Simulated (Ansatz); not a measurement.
## Cs3As (model cell, started as anti-ReO3 type): from the cell to its phonons

How does Cs3As (model cell, started as anti-ReO3 type) vibrate, and is this structure a minimum?

Main program and level: Ansatz 0.2.0; DFT PBEsol, scalar-relativistic, plane waves, PAW.

The structure was built from a prototype and need not be the compound's stable phase.

## (1) Starting point

The structure is cubic, space group Pm-3m (No. 221). Conventional cell: a = 6.696 Å, b = 6.696 Å, c = 6.696 Å, α = 90.00°, β = 90.00°, γ = 90.00°. Nearest to As lie 6 Cs at 3.35 Å. Cs has 2 As at 3.35 Å nearest. Farther neighbours are not listed.

## (2) Relaxation

Harmonic phonons are second derivatives at a point where the forces vanish, and they are wanted at zero stress, so atoms and cell are relaxed first.

input.yaml

```yaml
crystal:
  lattice:
    - [6.696, 0.0, 0.0]
    - [0.0, 6.696, 0.0]
    - [0.0, 0.0, 6.696]
  atoms:
    - { symbol: As, position: [0.0, 0.0, 0.0] }
    - { symbol: Cs, position: [0.5, 0.0, 0.0] }
    - { symbol: Cs, position: [0.0, 0.5, 0.0] }
    - { symbol: Cs, position: [0.0, 0.0, 0.5] }
kpoints:
  mp_grid: { grid: [6, 6, 6] }
hamiltonian:
  xc: pbesol
scf:
  occupations: { method: gaussian, width: 0.1 }
output:
  forces: true
  stress: true
  eigenvalues: true
relax:
  adjacent_minimum: "off"
  f_tol: 0.005
  max_steps: 80
  cell: { stress_tol: 0.05 }
```

Started as:

```
ansatz run input.yaml --threads 4 --pin off --max-ram 7168MiB --backend cpu --events-out ev --progress --plain --runs-dir out
```

Numbers of over 12 decimals in the logs are rounded to 6 here.

Log:

```text
Engine: ansatz 0.2.0, aarch64-unknown-linux-gnu
Pseudopotentials: kind: paw
Pseudopotential: As, paw, valence charge 15, recommended cutoff 420 eV (normal), As.paw.azcp
Pseudopotential: Cs, paw, valence charge 9, recommended cutoff 420 eV (normal), Cs.paw.azcp
Functional definition: PBEsol
  exchange = pbesol_x
  correlation = pbesol_c
Crystal: 4 atoms, lattice volume = 300.225 Å³
Basis set: ecut = 420 eV, 5887 PW (Γ), exchange–correlation on 90×90×90 points (8 copies of the dense FFT grid, shifted against one another)
Bands: 26, of which v1, the nominal top of the filled ones, is band 21 counted from 1 (20 counted from 0)
Symmetry: 48 space group operations
Space group: Pm-3m (ITA 221), of the structure as read, at distance tolerance 6.7e-5 Å
k-points: 20 of 216
Non-local potential: As, projectors of the file, l = 0: 2, l = 1: 2, l = 2: 3, l = 3: 1
Non-local potential: Cs, projectors of the file, l = 0: 3, l = 1: 2, l = 2: 2, l = 3: 2
PAW form: soft (Blöchl's): semilocal exchange-correlation on the pseudo side does not see the compensation charge
PAW frozen core: As, regenerated for the run's functional, and the local potential with it (the file was generated under x = pbe(κ = 0.804, μ = 0.219515), c = pbe(β = 0.066725))
PAW frozen core: Cs, regenerated for the run's functional, and the local potential with it (the file was generated under x = pbe(κ = 0.804, μ = 0.219515), c = pbe(β = 0.066725))
PAW one-centre angular grid: As, 590 points (default); XC on 64 Gauss nodes
PAW one-centre angular grid: Cs, 194 points (default); XC on 64 Gauss nodes
Initial density: superposition of atomic densities (neutral atoms: chi_scale 0, normalization atom), corrected by the library's trained network
Initial wavefunctions: pseudopotential atomic-orbital guess
Functional: x = pbesol(κ = 0.804, μ = 0.123457), c = pbesol(β = 0.046)
SCF iter   1: F=—  HF=-21570.763792 eV  |F-HF|=—  |Δ(HF+E_count)|=         —  Δρ=3.41e-3  dr2=1.71e-1  ethr=1.77e-3  ⟨swp⟩=8.8  Hψ=2570  notcnv=0
preconditioner: auto → LDOS  [metal: Δε(μ)=0.042 eV  Ē_g=8.967 eV  σ=0.100 eV  W_gap=0.23  n_scr=32 (ndim 8)  ℏωp=10.9 eV  f_vac=0.337  D(μ)=6.18/eV (n_scr^D=32)  β→1.0]
SCF iter   2: F=—  HF=-21570.744930 eV  |F-HF|=—  |Δ(HF+E_count)|=   1.89e-2  Δρ=1.71e-3  dr2=4.09e-2  ethr=4.06e-4  ⟨swp⟩=1.1  Hψ=683  notcnv=0
SCF iter   3: F=—  HF=-21570.740162 eV  |F-HF|=—  |Δ(HF+E_count)|=   4.77e-3  Δρ=4.68e-4  dr2=1.49e-3  ethr=9.74e-5  ⟨swp⟩=2.0  Hψ=923  notcnv=0
SCF iter   4: F=—  HF=-21570.738710 eV  |F-HF|=—  |Δ(HF+E_count)|=   1.45e-3  Δρ=2.07e-4  dr2=3.73e-4  ethr=3.55e-6  ⟨swp⟩=2.0  Hψ=946  notcnv=0
SCF iter   5: F=—  HF=-21570.738654 eV  |F-HF|=—  |Δ(HF+E_count)|=   5.61e-5  Δρ=4.89e-5  dr2=1.33e-5  ethr=8.89e-7  ⟨swp⟩=2.0  Hψ=939  notcnv=0
SCF iter   6: F=—  HF=-21570.738643 eV  |F-HF|=—  |Δ(HF+E_count)|=   1.07e-5  Δρ=1.18e-5  dr2=9.12e-7  ethr=3.17e-8  ⟨swp⟩=2.6  Hψ=887  notcnv=0
SCF iter   7: F=-21570.738644 eV  HF=-21570.738644 eV  |F-HF|=5.64e-10  |Δ(HF+E_count)|=   7.98e-7  Δρ=2.41e-6  dr2=8.17e-8  ethr=2.38e-10  ⟨swp⟩=8.1  Hψ=2577  notcnv=0
SCF 1 converged in 7 iterations: F = -21570.738644 eV  dr2 = 8.17e-8
  greatest PAW one-centre occupation: 0.999 electrons in one spin orbital (limit 2), on the As atom at site 0 (counted from 0), in its partial waves of l = 2
relax step   1: F+E_penalty+E_count = -21570.73864413 eV  Δ(F+E_penalty+E_count) = +0.000e0 eV  max|allowed force component| = 2.777e-30 eV/Å  Δτ_max = 0.0000 Å  P = +1.299 GPa  Ω = 300.225 Å³  (7 SCF iters, dr2 threshold 1.00e-7 eV, accepted)
Crystal: 4 atoms, lattice volume = 318.126 Å³
Basis set: ecut = 420 eV, 6235 PW (Γ), exchange–correlation on 90×90×90 points (8 copies of the dense FFT grid, shifted against one another)
Initial density: handed on by an earlier stage of this run
Initial wavefunctions: those handed on with the density
iter 1 solved again at ethr=6.30e-6 eV; its pass at ethr=3.10e-3 eV (dr2=2.65e-3 eV) is discarded
SCF iter   1: F=—  HF=-21570.854416 eV  |F-HF|=—  |Δ(HF+E_count)|=         —  Δρ=8.07e-4  dr2=2.91e-3  ethr=6.30e-6  ⟨swp⟩=2.1  Hψ=3184  notcnv=0
preconditioner: auto → LDOS  [metal: Δε(μ)=0.017 eV  Ē_g=8.963 eV  σ=0.100 eV  W_gap=0.10  n_scr=32 (ndim 8)  ℏωp=10.6 eV  f_vac=0.343  D(μ)=5.58/eV (n_scr^D=26)  β→1.0]
SCF iter   2: F=—  HF=-21570.853613 eV  |F-HF|=—  |Δ(HF+E_count)|=   8.03e-4  Δρ=2.51e-4  dr2=1.10e-3  ethr=6.30e-6  ⟨swp⟩=2.0  Hψ=946  notcnv=0
SCF iter   3: F=—  HF=-21570.853528 eV  |F-HF|=—  |Δ(HF+E_count)|=   8.45e-5  Δρ=9.32e-5  dr2=1.70e-4  ethr=2.61e-6  ⟨swp⟩=2.0  Hψ=939  notcnv=0
SCF iter   4: F=—  HF=-21570.853537 eV  |F-HF|=—  |Δ(HF+E_count)|=   9.03e-6  Δρ=9.12e-5  dr2=1.43e-4  ethr=4.05e-7  ⟨swp⟩=2.0  Hψ=941  notcnv=0
SCF iter   5: F=—  HF=-21570.853491 eV  |F-HF|=—  |Δ(HF+E_count)|=   4.62e-5  Δρ=2.43e-5  dr2=8.02e-6  ethr=3.40e-7  ⟨swp⟩=2.0  Hψ=940  notcnv=0
SCF iter   6: F=-21570.853490 eV  HF=-21570.853490 eV  |F-HF|=3.84e-8  |Δ(HF+E_count)|=   4.78e-7  Δρ=3.53e-6  dr2=1.50e-7  ethr=9.52e-10  ⟨swp⟩=5.5  Hψ=2467  notcnv=0
SCF 2 converged in 6 iterations: F = -21570.853490 eV  dr2 = 1.50e-7
relax step   2: F+E_penalty+E_count = -21570.85349040 eV  Δ(F+E_penalty+E_count) = -1.148e-1 eV  max|allowed force component| = 2.058e-29 eV/Å  Δτ_max = 0.0000 Å  P = +0.781 GPa  Ω = 318.126 Å³  energy of the carried Pulay correction = -1.963e-4 eV  (6 SCF iters, dr2 threshold 4.00e-7 eV, accepted)
Crystal: 4 atoms, lattice volume = 349.519 Å³
Basis set: ecut = 420 eV, 6859 PW (Γ), exchange–correlation on 90×90×90 points (8 copies of the dense FFT grid, shifted against one another)
iter 1 solved again at ethr=2.52e-5 eV; its pass at ethr=3.10e-3 eV (dr2=1.06e-2 eV) is discarded
SCF iter   1: F=—  HF=-21570.938807 eV  |F-HF|=—  |Δ(HF+E_count)|=         —  Δρ=1.37e-3  dr2=1.10e-2  ethr=2.52e-5  ⟨swp⟩=3.0  Hψ=3508  notcnv=0
preconditioner: auto → LDOS  [metal: Δε(μ)=0.037 eV  Ē_g=8.966 eV  σ=0.100 eV  W_gap=0.20  n_scr=32 (ndim 8)  ℏωp=10.1 eV  f_vac=0.374  D(μ)=4.87/eV (n_scr^D=26)  β→1.0]
SCF iter   2: F=—  HF=-21570.937613 eV  |F-HF|=—  |Δ(HF+E_count)|=   1.19e-3  Δρ=4.60e-4  dr2=4.75e-3  ethr=2.52e-5  ⟨swp⟩=2.7  Hψ=832  notcnv=0
SCF iter   3: F=—  HF=-21570.937348 eV  |F-HF|=—  |Δ(HF+E_count)|=   2.66e-4  Δρ=1.64e-4  dr2=7.20e-4  ethr=1.13e-5  ⟨swp⟩=2.0  Hψ=923  notcnv=0
SCF iter   4: F=—  HF=-21570.937509 eV  |F-HF|=—  |Δ(HF+E_count)|=   1.61e-4  Δρ=1.57e-4  dr2=3.92e-4  ethr=1.72e-6  ⟨swp⟩=2.0  Hψ=946  notcnv=0
SCF iter   5: F=—  HF=-21570.937288 eV  |F-HF|=—  |Δ(HF+E_count)|=   2.21e-4  Δρ=3.74e-5  dr2=1.65e-5  ethr=9.33e-7  ⟨swp⟩=2.0  Hψ=945  notcnv=0
SCF iter   6: F=-21570.937293 eV  HF=-21570.937293 eV  |F-HF|=1.27e-7  |Δ(HF+E_count)|=   4.79e-6  Δρ=5.58e-6  dr2=3.75e-7  ethr=9.52e-10  ⟨swp⟩=8.1  Hψ=3088  notcnv=0
SCF 3 converged in 6 iterations: F = -21570.937293 eV  dr2 = 3.75e-7
relax step   3: F+E_penalty+E_count = -21570.93729309 eV  Δ(F+E_penalty+E_count) = -8.380e-2 eV  max|allowed force component| = 1.275e-29 eV/Å  Δτ_max = 0.0000 Å  P = +0.121 GPa  Ω = 349.519 Å³  energy of the carried Pulay correction = -5.146e-4 eV  (6 SCF iters, dr2 threshold 4.00e-7 eV, accepted)
[...]
relax step   4: F+E_penalty+E_count = -21570.93995018 eV  Δ(F+E_penalty+E_count) = -2.657e-3 eV  max|allowed force component| = 1.370e-30 eV/Å  Δτ_max = 0.0000 Å  P = +0.015 GPa  Ω = 355.975 Å³  energy of the carried Pulay correction = -5.763e-4 eV  (6 SCF iters, dr2 threshold 3.68e-8 eV, accepted)
Basis set: ecut = 420 eV, 6979 PW (Γ), exchange–correlation on 96×96×96 points (8 copies of the dense FFT grid, shifted against one another)
Initial wavefunctions: pseudopotential atomic-orbital guess (no wavefunctions were taken with the density)
iter 1 solved again at ethr=2.04e-7 eV; its pass at ethr=3.10e-3 eV (dr2=8.57e-5 eV) is discarded
SCF iter   1: F=—  HF=-21570.941376 eV  |F-HF|=—  |Δ(HF+E_count)|=         —  Δρ=6.20e-5  dr2=1.99e-6  ethr=2.04e-7  ⟨swp⟩=4.2  Hψ=4133  notcnv=0
preconditioner: auto → LDOS  [metal: Δε(μ)=0.035 eV  Ē_g=8.961 eV  σ=0.100 eV  W_gap=0.20  n_scr=32 (ndim 8)  ℏωp=10.0 eV  f_vac=0.363  D(μ)=4.90/eV (n_scr^D=26)  β→1.0]
SCF iter   2: F=—  HF=-21570.941532 eV  |F-HF|=—  |Δ(HF+E_count)|=   1.56e-4  Δρ=5.77e-6  dr2=1.09e-7  ethr=4.74e-9  ⟨swp⟩=2.0  Hψ=947  notcnv=0
SCF iter   3: F=—  HF=-21570.941532 eV  |F-HF|=—  |Δ(HF+E_count)|=   4.29e-7  Δρ=3.68e-6  dr2=8.58e-8  ethr=2.59e-10  ⟨swp⟩=2.1  Hψ=949  notcnv=0
SCF iter   4: F=—  HF=-21570.941532 eV  |F-HF|=—  |Δ(HF+E_count)|=   3.74e-8  Δρ=1.07e-6  dr2=8.14e-9  ethr=2.04e-10  ⟨swp⟩=2.0  Hψ=945  notcnv=0
SCF iter   5: F=—  HF=-21570.941532 eV  |F-HF|=—  |Δ(HF+E_count)|=   5.29e-9  Δρ=1.36e-7  dr2=4.93e-10  ethr=1.94e-11  ⟨swp⟩=2.0  Hψ=945  notcnv=0
SCF iter   6: F=-21570.941532 eV  HF=-21570.941532 eV  |F-HF|=2.18e-11  |Δ(HF+E_count)|=  6.55e-11  Δρ=5.35e-8  dr2=2.34e-11  ethr=1.00e-12  ⟨swp⟩=5.3  Hψ=2443  notcnv=0
SCF 5 converged in 6 iterations: F = -21570.941532 eV  dr2 = 2.34e-11
relax step   5: F+E_penalty+E_count = -21570.94153182 eV  Δ(F+E_penalty+E_count) = -1.582e-3 eV  max|allowed force component| = 8.371e-31 eV/Å  Δτ_max = 0.0000 Å  P = +0.024 GPa  Ω = 355.975 Å³  stress off target by 2.39e-2 GPa  SCF on the basis re-selected at this cell (its energy is not comparable with the rows above)  (6 SCF iters)
basis re-selected at this cell: Δ(F+E_penalty+E_count) = -1.582e-3 eV, ΔP = +0.009 GPa vs the last step (what re-selecting the basis moved, of the pressure what is left beyond the Pulay correction that the steps carried, after the strain that the cell walked since its last selection, with what the two solves' SCF thresholds leave and, on support functions, any second-order correction that the steps lacked; it is no measure of the basis error at this ecutwfc). The dense FFT grid was sized anew with the basis: this SCF ran on 48×48×48 points, the steps before it on 45×45×45, so part of this shift can come from that change (see relax.cell in the input reference). [rest of the remark cut]
SCF converged after 6 iterations
Free energy (F): -21570.941532 eV
Harris-Foulkes:  -21570.941532 eV  (|F-HF|=2.18e-11)
Internal energy: -21570.917007 eV  (E = F + TS)
E sigma→0 (E₀):  -21570.929269 eV
Entropy (-TS):   -0.024525 eV (-6.131 meV/atom)
Fermi energy:    2.417234 eV
--- Per-component energies (eV) ---
  E_band       = -573.222949
  E_kinetic    = 529.510966
  E_local      = -4707.318966  (includes V_loc(G=0)·N_el)
  E_nonlocal   = -574.782910
  E_hartree    = 2234.525711
  E_xc         = -595.304602
  E_vxc        = -455.674015  (∫ρ·V_xc dr)
  E_paw        = -16743.440307  (= ΣΔE_a)
  E_vpaw       = 165.990198  (= ΣTr[D̂ρ^β])
  E_aug_tail   = 0.000004  (compensation charges beyond the density's cutoff)
  E_ewald      = -1715.505813
  E_core_change = 1.398909  (= ΣΔE_core)
  E_smearing   = -0.024525  (= −TS)
  E_closure    = -0.000000  (closes the sum)
  Σ components = -21570.941532   (vs F -21570.941532, Δ=0.00e0)
--- Forces (eV/Å), atoms counted from 1 ---
  atom   1  As    -0.00000000     0.00000000    -0.00000000
  atom   2  Cs     0.00000000     0.00000000    -0.00000000
  atom   3  Cs    -0.00000000    -0.00000000    -0.00000000
  atom   4  Cs    -0.00000000     0.00000000     0.00000000
  max |Σ_I F_I| component: 8.59e-31 eV/Å
--- Stress (GPa, compression-positive) ---
        0.023896       0.000000       0.000000
        0.000000       0.023896       0.000000
        0.000000       0.000000       0.023896
  P = ⅓ Tr σ = 0.0239 GPa (0.239 kbar)
--- Band table (eV; the first three rows and the last of 20) ---
  k-point 0: bands = [... 17 lower, -6.3868, 1.7291, 2.4804, 2.4804, 2.4804, 3.6973, 3.6973, 4.3014, ... 1 higher]
  k-point 1: bands = [... 17 lower, -6.2536, 1.7621, 2.2933, 2.4447, 2.4447, 3.6245, 3.8224, 4.3325, ... 1 higher]
  k-point 2: bands = [... 17 lower, -6.0363, 1.5965, 2.3268, 2.3799, 2.3799, 3.2588, 4.1586, 4.3607, ... 1 higher]
  k-point 19: bands = [... 17 lower, -5.4361, 1.2921, 1.2921, 1.2921, 3.0748, 4.1609, 4.1609, 4.1609, ... 1 higher]
--- Relaxed structure (4 steps of the walk, 4 accepted, 1 SCFs on fresh bases) ---
  F+E_penalty+E_count = -21570.94153182 eV   max|allowed force component| = 8.371e-31 eV/Å   (the final SCF, on the basis selected at the relaxed cell)
  cell:  # Å, volume = 355.9754 Å³
    - [7.087178, 0, 0]
    - [0, 7.087178, 0]
    - [0, 0, 7.087178]
  atoms:
    - { symbol: As, position: [0, 0, 0] }
    - { symbol: Cs, position: [0.5, 0, 0] }
    - { symbol: Cs, position: [0, 0.5, 0] }
    - { symbol: Cs, position: [0, 0, 0.5] }
```

Wall time 12 s (4 threads of Arm Neoverse V2, shared host); peak memory 0.73 GiB.

Step by step:

```tsv
step	energy less that of the first step (eV)	largest force component (eV/Å)	pressure (GPa)	volume (Å³)
1	0.0000	0.0000	1.30	300.22
2	-0.1148	0.0000	0.78	318.13
3	-0.1986	0.0000	0.12	349.52
4	-0.2013	0.0000	0.02	355.98
5*	-0.2029	0.0000	0.02	355.98
```

Relaxation steps marked * repeat the geometry before them on a plane-wave basis chosen anew for their cell, so energy and pressure can jump there.

Forces are held to the 48 operations that the run works with; a distortion that breaks them can't arise in this run.

```tsv
conventional cell, symmetrised	before	after	change
a (Å)	6.696	7.087	+5.8 %
b (Å)	6.696	7.087	+5.8 %
c (Å)	6.696	7.087	+5.8 %
volume (Å³/atom)	75.06	88.99	+18.6 %
```

The relaxed structure:

```xyz
4
Lattice="7.0872 0.0000 0.0000 0.0000 7.0872 0.0000 0.0000 0.0000 7.0872" Properties=species:S:1:pos:R:3 pbc="T T T"
As    0.0000    0.0000    0.0000
Cs    3.5436    0.0000    0.0000
Cs    0.0000    3.5436    0.0000
Cs    0.0000    0.0000    3.5436
```

This step gave:

| Quantity | Value |
| --- | --- |
| pressure | 0.02390 GPa |
| volume per atom | 88.99 Å³ |
| gap on the k-mesh | 0 eV |

In this step the volume went from 75.06 to 88.99 Å³/atom.

## (3) Relaxation

The relaxation is repeated from its end on the same settings, as a check that it has come to rest.

input.yaml, the sections that differ from step 2:

```yaml
crystal:
  lattice:
    - [7.0871778508, 0.0, 0.0]
    - [0.0, 7.0871778508, 0.0]
    - [0.0, 0.0, 7.0871778508]
  atoms:
    - { symbol: As, position: [0.0, 0.0, 0.0] }
    - { symbol: Cs, position: [0.5, 0.0, 0.0] }
    - { symbol: Cs, position: [0.0, 0.5, 0.0] }
    - { symbol: Cs, position: [0.0, 0.0, 0.5] }
output:
  forces: true
  stress: true
  eigenvalues: true
  write_density: true
  write_potential: true
  elf: true
  volumetric_format: npy
# kpoints, hamiltonian, scf, relax: as in step 2
```

Log:

```text
[...]
Crystal: 4 atoms, lattice volume = 355.975 Å³
Basis set: ecut = 420 eV, 6979 PW (Γ), exchange–correlation on 96×96×96 points (8 copies of the dense FFT grid, shifted against one another)
Bands: 26, of which v1, the nominal top of the filled ones, is band 21 counted from 1 (20 counted from 0)
Symmetry: 48 space group operations
[...]
k-points: 20 of 216
[...]
--- Relaxed structure (1 steps of the walk, 1 accepted, 1 SCFs on fresh bases) ---
[...]
cell:  # Å, volume = 355.9754 Å³
    - [7.0871778508, 0.0, 0.0]
    - [0.0, 7.0871778508, 0.0]
    - [0.0, 0.0, 7.0871778508]
  atoms:
    - { symbol: As, position: [0.0, 0.0, 0.0] }
    - { symbol: Cs, position: [0.5, 0.0, 0.0] }
    - { symbol: Cs, position: [0.0, 0.5, 0.0] }
    - { symbol: Cs, position: [0.0, 0.0, 0.5] }
[key lines of the parts left out:]
SCF converged after 6 iterations
Free energy (F): -21570.941532 eV
Fermi energy:    2.417230 eV
P = ⅓ Tr σ = 0.0239 GPa (0.239 kbar)
```

It took 6.5 s on 4 threads; peak memory 0.73 GiB; 23 s of CPU time.

Little changed from the start: no atom moved by 0.005 Å and no cell edge by 0.1 %.

Numbers from this step:

- pressure: 0.02389 GPa

In this step the volume went from 88.99 to 88.99 Å³/atom.

## (4) Relaxing to small forces for the phonons

Phonons need a cell at rest on their own settings, so the relaxation is repeated with tight tolerances on forces and stress on the k mesh and occupations of the first response run.

input.yaml, the sections that differ from step 3:

```yaml
scf:
  occupations: { method: methfessel_paxton, width: 0.15 }
output:
  forces: true
  stress: true
  eigenvalues: true
relax:
  adjacent_minimum: "off"
  f_tol: 0.001
  max_steps: 60
  cell: { stress_tol: 0.01 }
# crystal, kpoints, hamiltonian: as in step 3
```

Log:

```text
[...]
Crystal: 4 atoms, lattice volume = 355.975 Å³
Basis set: ecut = 420 eV, 6979 PW (Γ), exchange–correlation on 96×96×96 points (8 copies of the dense FFT grid, shifted against one another)
Bands: 26, of which v1, the nominal top of the filled ones, is band 21 counted from 1 (20 counted from 0)
Symmetry: 48 space group operations
[...]
k-points: 20 of 216
[...]
--- Relaxed structure (3 steps of the walk, 3 accepted, 1 SCFs on fresh bases) ---
[...]
cell:  # Å, volume = 357.7262 Å³
    - [7.098778, 0, 0]
    - [0, 7.098778, 0]
    - [0, 0, 7.098778]
  atoms:
    - { symbol: As, position: [0, 0, 0] }
    - { symbol: Cs, position: [0.500000, 0, 0] }
    - { symbol: Cs, position: [0, 0.500000, 0] }
    - { symbol: Cs, position: [0, 0, 0.500000] }
[key lines of the parts left out:]
SCF converged after 6 iterations
Free energy (F): -21570.931277 eV
Fermi energy:    2.398659 eV
P = ⅓ Tr σ = 0.0000 GPa (0.000 kbar)
```

Wall time 11 s (4 threads); peak memory 0.73 GiB; 40 s of CPU time.

(Part 1 of 2 ends here.)

[Logs are printed without paths, hosts, clocks, repeated set-up lines and the standing remarks that a program may print on its own settings, such as how far it seeks lower states.]

[Hosts, paths, dates, database ids (printed as entryN), source tags and the programs' standing remarks are cut or masked in the printed files.]
